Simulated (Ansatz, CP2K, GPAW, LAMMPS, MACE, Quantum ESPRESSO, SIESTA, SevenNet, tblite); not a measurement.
## Liquid Zn23Cd15S38 at 1800 K (76 atoms) in other programs, against a plane-wave reference

How near do other programs and methods come to a plane-wave reference for liquid Zn23Cd15S38 at 1800 K (76 atoms)? A plane-wave run serves as the reference.

Main program and level: Quantum ESPRESSO 7.5; Kohn-Sham DFT, PBE, SSSP efficiency 1.3.0 pseudopotentials, plane waves.

## 1. Starting point

The cell holds 76 atoms: 23 Zn, 15 Cd and 38 S. Cell: a = 11.895 Å, b = 11.895 Å, c = 11.895 Å, α = 90.0°, β = 90.0°, γ = 90.0°. 76 atoms (23 Zn, 15 Cd, 38 S) placed at random at 4.35 g/cm³, melted at 2500 K for 10 ps at fixed volume with the Stillinger-Weber II-VI potential (Zhou et al., Phys. Rev. B 88, 085309 (2013)). Snapshot at the end of a hold of 5 ps at 1800 K and fixed volume.

## 2. Reference: Quantum ESPRESSO, plane waves

The input, pw.in:

```
&control
  calculation = 'scf'
  pseudo_dir = './pseudo'
  outdir = './tmp'
  disk_io = 'none'
  tprnfor = .true.
  tstress = .true.
/
&system
  ibrav = 0
  nat = 76
  ntyp = 3
  ecutwfc = 45
  ecutrho = 360
  nosym = .true.
  occupations = 'smearing'
  smearing = 'fd'
  degauss = 0.003675
/
&electrons
  conv_thr = 3.8e-07
  electron_maxstep = 100
  mixing_beta = 0.4
  mixing_mode = 'plain'
  diagonalization = 'david'
/
ATOMIC_SPECIES
Zn 65.380 Zn.upf
Cd 112.414 Cd.upf
S 32.060 S.upf
CELL_PARAMETERS angstrom
11.89530 0.00000 0.00000
0.00000 11.89530 0.00000
0.00000 0.00000 11.89530
ATOMIC_POSITIONS crystal
Zn 0.87728 0.86571 0.89147
Zn 0.05469 0.91677 0.61897
Zn 0.55965 0.96035 0.83510
Zn 0.73256 0.84664 0.12254
Zn 0.36740 0.86019 0.69986
Zn 0.94831 0.20284 0.72996
Zn 0.82777 0.53974 0.19333
Zn 0.92509 0.93411 0.36228
Zn 0.81200 0.36646 0.87443
Zn 0.06125 0.48544 0.36240
Zn 0.07395 0.98237 0.06683
Zn 0.30533 0.90138 0.03133
[... 60 atom lines left out ...]
S 0.85929 0.98107 0.06607
S 0.70309 0.83074 0.34112
S 0.56425 0.90926 0.64573
S 0.08700 0.95164 0.27180
K_POINTS gamma
```

The run is started by

```sh
> OMP_NUM_THREADS=1 mpirun -np 4 pw.x -in pw.in > output.txt
```

Log:

```text
Program PWSCF
     gamma-point specific algorithms are used
     one sub-group per band group will be used
     scalapack distributed-memory algorithm (size of sub-group:  2*  2 procs)
     Parallelization info
     sticks:   dense  smooth     PW     G-vecs:    dense   smooth      PW
     Min        3609    1802    446               327423   115686   14430
     Max        3612    1803    448               327436   115693   14440
     Sum       14441    7209   1789              1309711   462751   57747
     bravais-lattice index     =            0
     lattice parameter (alat)  =      22.4789  a.u.
     unit-cell volume          =   11358.5475 (a.u.)^3
     number of atoms/cell      =           76
     number of atomic types    =            3
     number of electrons       =       868.00
[... lines left out ...]
     scf convergence threshold =      3.8E-07
[... lines left out ...]
     number of k points=     1  Fermi-Dirac smearing, width (Ry)=  0.0037
[... lines left out ...]
     total energy              =  -13364.37672103 Ry
[... lines left out ...]
     total energy              =  -13364.14457778 Ry
[... lines left out ...]
     total energy              =  -13365.63814497 Ry
[... lines left out ...]
     total energy              =  -13366.02725176 Ry
[... lines left out ...]
     total energy              =  -13366.02725183 Ry
[... lines left out ...]
  -118.9411-118.9293-118.8991-118.8798-118.8542-118.8357-118.7459 -73.7603
   -73.7095 -73.6887 -73.6601 -73.6267 -73.6150 -73.5767 -73.5756 -73.5692
   -73.5568 -73.5528 -73.5519 -73.5464 -73.5258 -73.5253 -73.5247 -73.5032
   -73.5003 -73.4875 -73.4759 -73.4728 -73.3661 -73.3187 -73.3074 -73.3053
[...]
12.0636  12.1706  12.2151  12.2559  12.2650  12.3391  12.3905  12.4240
    12.4555  12.5198  12.5416  12.6303  12.6409  12.7086  12.7219  12.7583
    12.8222
     the Fermi energy is     6.7170 ev
!    total energy              =  -13366.02725161 Ry
     estimated scf accuracy    <       0.00000036 Ry
     smearing contrib. (-TS)   =      -0.01530781 Ry
     internal energy E=F+TS    =  -13366.01194380 Ry
     The total energy is F=E-TS. E is the sum of the following terms:
     one-electron contribution =  -12522.58234061 Ry
     hartree contribution      =    6619.96289221 Ry
     xc contribution           =   -1932.66215490 Ry
     ewald contribution        =   -5530.73034050 Ry
     convergence has been achieved in  21 iterations
     Forces acting on atoms (cartesian axes, Ry/au):
     atom    1 type  1   force =     0.03652415    0.07161910    0.03609746
     atom    2 type  1   force =     0.01204722   -0.00151624    0.01485849
     atom    3 type  1   force =    -0.02458172    0.00227171   -0.01547265
[...]
atom   75 type  3   force =    -0.02117656   -0.02708207    0.06499242
     atom   76 type  3   force =     0.04821459    0.02060882    0.04634048
     Total force =     0.503352     Total SCF correction =     0.003725
     Computing stress (Cartesian axis) and pressure
          total   stress  (Ry/bohr**3)                   (kbar)     P=      -15.55
  -0.00015696   0.00000469   0.00004653          -23.09        0.69        6.84
   0.00000469  -0.00001087  -0.00000954            0.69       -1.60       -1.40
   0.00004653  -0.00000954  -0.00014935            6.84       -1.40      -21.97
     Message from routine punch:
     Nothing written, as per user request (disk_io='none')
```

The job ended after 6.1 min (4 MPI ranks of Arm Neoverse V2, shared host; peak memory 4.3 GiB).

Banners, paths, timers and routine set-up lines are dropped from the logs unmarked, and long logs keep their key lines alone; longer cuts are marked.

Numbers from this run:

```
r.m.s. force component : 0.8571 eV/Å
longest force          : 2.878 eV/Å
pressure               : -1.555 GPa
```

## 3. Local order

Pair distribution functions g(r), in bins of 0.2 Å:

```
r (Å)  total   S-S  S-Zn  S-Cd  Zn-Zn  Zn-Cd  Cd-Cd
 2.10   0.05  0.00  0.17  0.00   0.00   0.00   0.00
 2.30   1.37  0.00  3.65  1.33   0.00   0.00   0.00
 2.50   1.89  0.00  4.54  2.26   0.41   0.32   0.00
 2.70   1.12  0.13  1.62  2.89   0.00   0.00   0.83
 2.90   1.00  0.66  1.19  1.43   1.80   0.23   0.00
 3.10   0.74  1.05  0.72  0.36   1.04   0.61   0.59
 3.30   0.65  1.12  0.21  0.11   1.67   0.35   2.17
 3.50   1.22  1.37  0.50  1.74   2.71   0.62   1.45
 3.70   1.25  1.90  0.73  0.94   0.93   1.11   3.90
 3.90   1.15  1.22  0.66  0.78   2.16   1.78   1.96
 4.10   1.32  1.86  0.91  0.96   1.06   1.85   1.75
 4.30   1.15  1.26  0.83  1.16   1.22   1.59   1.25
 4.50   1.06  1.33  1.02  0.87   1.00   1.23   0.29
 4.70   0.87  1.00  0.77  0.97   0.81   1.05   0.00
 4.90   0.81  0.85  1.12  0.78   0.21   0.65   0.25
 5.10   0.86  0.61  1.03  0.68   0.49   1.42   1.12
 5.30   0.86  0.59  1.03  0.80   1.55   0.69   0.43
 5.50   0.90  0.83  1.09  0.93   0.75   0.64   0.78
 5.70   1.01  0.77  1.29  1.26   1.01   0.59   0.36
```

Bonds by pair of elements; cutoffs follow the first minimum of g(r), held within bounds set by covalent radii, and pairs that aren't listed don't count as bonded (cutoffs were set anew for this text, so counts can differ from the run's own analysis):

```
pair A-B  cutoff (Å)  bonds  mean length (Å)  spread (Å)  shortest (Å)  B about A  A about B
    S-Zn        2.77     77             2.47        0.13          2.15       2.03       3.35
    S-Cd        3.08     46             2.63       0.187          2.27       1.21       3.07
```

The cutoff for S-Zn falls short of the minimum of g(r), so counts run low and odd coordinations can be artefacts.

How many atoms have how many bonded neighbours:

```
element  mean  2   3   4  5
     Cd  3.07  3   8   4  0
      S  3.24  3  23  12  0
     Zn  3.35  4   8  10  1
```

Rings of the network by King's shortest-path rule, up to 12 atoms, one path for each pair of neighbours; H, halogens, alkali and alkaline-earth atoms are left out, and the last column divides by all other atoms, bonded or not:

```
ring size (atoms)  rings  per network atom
                4      5             0.066
                6     30             0.395
                8     36             0.474
               10     29             0.382
               12      6             0.079
```

## 4. The other programs

The programs:
- CP2K 2026.2: Gaussian basis with GTH pseudopotentials and a plane-wave density; labels give functional, basis (MOLOPT sets; SR short-range, UZH the newer set with its own potentials), grid cutoff/relative cutoff and solver (OT: orbital transformation; TRS4, TC2, SIGN: linear-scaling purification with its sparsity filter), or its built-in tight binding.
- GPAW 26.7.0: PAW with atomic orbitals (LCAO), plane waves or a real-space grid of spacing h.
- MACE: machine-learned potential, published weights.
- Quantum ESPRESSO 7.5: plane waves; labels (QE) give functional, pseudopotential set and cutoffs of waves/density.
- SIESTA 5.4.2: numerical atomic orbitals, whose automatically made sets are far from complete, with PseudoDojo norm-conserving potentials that we converted to its format (checked against plane waves on the same files for H, C, O, Si, Ge and Ca alone); labels give functional, basis size, energy shift and mesh cutoff.
- SevenNet: machine-learned potential, published weights.
- tblite 0.8.0: extended tight binding, driven from Python.

All use the same cell and atoms; the electronic-structure runs use the same k-mesh, and an electronic temperature of 580 K (0.05 eV) where levels are smeared.

Differences are against the plane-wave reference, forces as r.m.s. over components; share is that over the reference's r.m.s. force, slope the least-squares factor from reference forces to these. Total energies of different programs have different zeros and aren't compared.

```
                                                 run  Δ force, r.m.s. (meV/Å)  share (%)  slope  Δ pressure (GPa)  cores  CPU time  memory (GiB)
                                           reference                        -          -      -                 -      4    24 min           4.3
CP2K PBE, DZVP-MOLOPT-SR, 800/50 Ry, diagonalisation                     51.3       5.98  1.029             0.986      2   6.6 min           8.1
                         GPAW PBE, LCAO dzp, h 0.2 Å                     48.5       5.66  1.026                 -      1   4.8 min           1.9
   GPAW PBE, LCAO dzp, h 0.2 Å, other mixer settings                     48.2       5.62  1.027                 -      1     6 min           1.8
            GPAW PBE, LCAO sz(dzp), h 0.2 Å (coarse)                      280       32.7  1.117                 -      1     2 min           1.6
                        GPAW RPBE, LCAO dzp, h 0.2 Å                      115       13.4  1.031                 -      1   4.8 min           1.9
                         MACE MP-0b2 small potential                      194       22.7  0.899             0.277      1     5.4 s          0.67
                        MACE MP-0b3 medium potential                      161       18.8  0.912             0.483      1     6.7 s          0.85
     QE PBE+D3(BJ), sssp-1.3.0-efficiency, 45/360 Ry                     7.54      0.880  1.000             -2.31      4    27 min           4.4
   QE PBE, sssp-1.3.0-efficiency, 25/200 Ry (coarse)                     38.7       4.52  1.006              -106      4    13 min           2.0
         SIESTA LDA, DZP, shift 0.01 Ry, mesh 500 Ry                      125       14.6  0.967             -8.19      2   3.9 min           1.8
         SIESTA PBE, DZP, shift 0.01 Ry, mesh 200 Ry                      108       12.6  1.030             -2.76      2     2 min          0.87
         SIESTA PBE, DZP, shift 0.01 Ry, mesh 500 Ry                      109       12.7  1.030             -2.79      2   4.8 min           1.8
         SIESTA PBE, TZP, shift 0.01 Ry, mesh 500 Ry                      105       12.2  1.031             -2.98      4   6.8 min           2.4
                             SevenNet l3i5 potential                      130       15.1  0.944             0.141      1     8.1 s           1.1
                                     tblite GFN1-xTB                      326       38.1  0.727              3.94      1     3.8 s          0.13
```

Rows marked coarse were listed beforehand as settings not expected to be converged; some can still land near the reference.

Times of the machine-learned potentials are mostly Python's start and the loading of weights.

CPU time is summed over cores on a shared host, where runs went side by side, so it is rough. Symmetry, cutoffs, thresholds, outputs and thread counts weren't matched or tuned between programs; memory under MPI is the largest rank's times the ranks.

Mean charges by element (e), by run and scheme:

```
                                                 run     scheme     Zn     Cd      S
CP2K PBE, DZVP-MOLOPT-SR, 800/50 Ry, diagonalisation   Mulliken  -0.07  +0.03  +0.03
CP2K PBE, DZVP-MOLOPT-SR, 800/50 Ry, diagonalisation  Hirshfeld  +0.25  +0.28  -0.26
         SIESTA LDA, DZP, shift 0.01 Ry, mesh 500 Ry  Hirshfeld  +0.59  +0.27  -0.47
         SIESTA PBE, DZP, shift 0.01 Ry, mesh 200 Ry  Hirshfeld  +0.61  +0.29  -0.49
         SIESTA PBE, DZP, shift 0.01 Ry, mesh 500 Ry  Hirshfeld  +0.61  +0.29  -0.49
         SIESTA PBE, TZP, shift 0.01 Ry, mesh 500 Ry  Hirshfeld  +0.60  +0.29  -0.48
                                     tblite GFN1-xTB   Mulliken  +0.29  +0.07  -0.20
```

Within one program, basis, potentials and functional, energies share a zero. Each run against its twin at the usual cutoff or grid and solver:

```
                                              run                              twin  Δ energy (meV/atom)  Δ force, r.m.s. (meV/Å)  CPU time over the twin's
GPAW PBE, LCAO dzp, h 0.2 Å, other mixer settings                 LCAO dzp, h 0.2 Å               2.0e-4                     4.23                       1.2
         QE PBE, sssp-1.3.0-efficiency, 25/200 Ry  sssp-1.3.0-efficiency, 45/360 Ry                 2414                     38.7                      0.51
      SIESTA PBE, DZP, shift 0.01 Ry, mesh 200 Ry   DZP, shift 0.01 Ry, mesh 500 Ry                -2.46                     4.14                      0.41
```

## 5. Outcome

- reference r.m.s. force component: 0.857 eV/Å
- nearest in forces: QE PBE+D3(BJ), sssp-1.3.0-efficiency, 45/360 Ry, 0.88 %
- farthest in forces: tblite GFN1-xTB, 38 %
- cheapest electronic-structure run beside the reference: tblite GFN1-xTB, 3.8 s of CPU time

**Reading.** The PBE runs in local orbitals, coarse settings apart, differ by 5.6 % (GPAW PBE, LCAO dzp, h 0.2 Å, other mixer settings) to 13 % (SIESTA PBE, DZP, shift 0.01 Ry, mesh 500 Ry); basis, grid and potentials can all enter. Tight binding differs by 38 % (tblite GFN1-xTB); it is another model, with fitted parameters of its own, and the xTB methods hold dispersion. Machine-learned potentials differ by 15 % (SevenNet l3i5 potential) to 23 % (MACE MP-0b2 small potential); they were trained on other programs' data. In the reference's own program, potentials and cutoffs, a change of model alone moves forces by 0.88 % (QE PBE+D3(BJ), sssp-1.3.0-efficiency, 45/360 Ry). Other rows with another functional or a dispersion term differ by 13 % (GPAW RPBE, LCAO dzp, h 0.2 Å) to 15 % (SIESTA LDA, DZP, shift 0.01 Ry, mesh 500 Ry), which mixes the change of model with differences of basis and potentials. Runs with settings chosen to be coarse differ by 4.5 % (QE PBE, sssp-1.3.0-efficiency, 25/200 Ry) to 33 % (GPAW PBE, LCAO sz(dzp), h 0.2 Å), their programs' other errors included. Of the electronic-structure runs that take under half the reference's CPU time, GPAW PBE, LCAO dzp, h 0.2 Å, other mixer settings is among the nearest, at 5.6 % in 6 min against 24 min. GPAW PBE, LCAO sz(dzp), h 0.2 Å stiffens the forces by a factor of 1.12 while following their directions (correlation 0.965); the slopes of the 4 GPAW runs lie between 1.03 and 1.12. In pressure, QE PBE, sssp-1.3.0-efficiency, 25/200 Ry misses by -105.9 GPa, at the same functional; a cutoff this low leaves a large Pulay stress. Charges hang on model, scheme and program or settings: among these rows the mean for Zn runs from -0.07 to +0.61 e, even in sign. In the reference: levels near the Fermi energy are neither full nor empty under the smearing, so no gap is quoted. In the reference: for some of the pairs, g(r) has its first main peak near 2.4 Å (S-Zn) and 2.7 Å (S-Cd). Periodic xTB results under one method name differ between programs and library versions. The potentials hold different valence shells: 868 electrons in the reference, 684 in CP2K with DZVP-MOLOPT-SR, 684 in GPAW and 988 in SIESTA; this bears on time and differences. The reference's pressure holds the uncorrected Pulay stress of its 45 Ry basis, so small pressure differences, and their order, may be the reference's own error. The frame stands for 1800 K, but pressures are static and levels are smeared at 580 K, under the temperature of the frame, which matters where levels are partly filled. Machine-learned potentials mimic data converged in k, so the reference's own k-point error enters their differences. The network of bonds at the start is that of the classical potential that made the cell, and needn't be the one that DFT or experiment would give. The electronic-structure runs sample only Γ, in a cell whose shortest periodic width is 12 Å, which is coarse for a cell with partly filled levels.

[Also dropped from logs without a mark: logging warnings of Python, and SIESTA's first energy breakdown and zero terms.]

[Logs are printed without paths, hosts, clocks, repeated set-up lines and the standing remarks that a program may print on its own settings, such as how far it seeks lower states.]

[Hosts, paths, dates, database ids (printed as entryN), source tags and the programs' standing remarks are cut or masked in the printed files.]
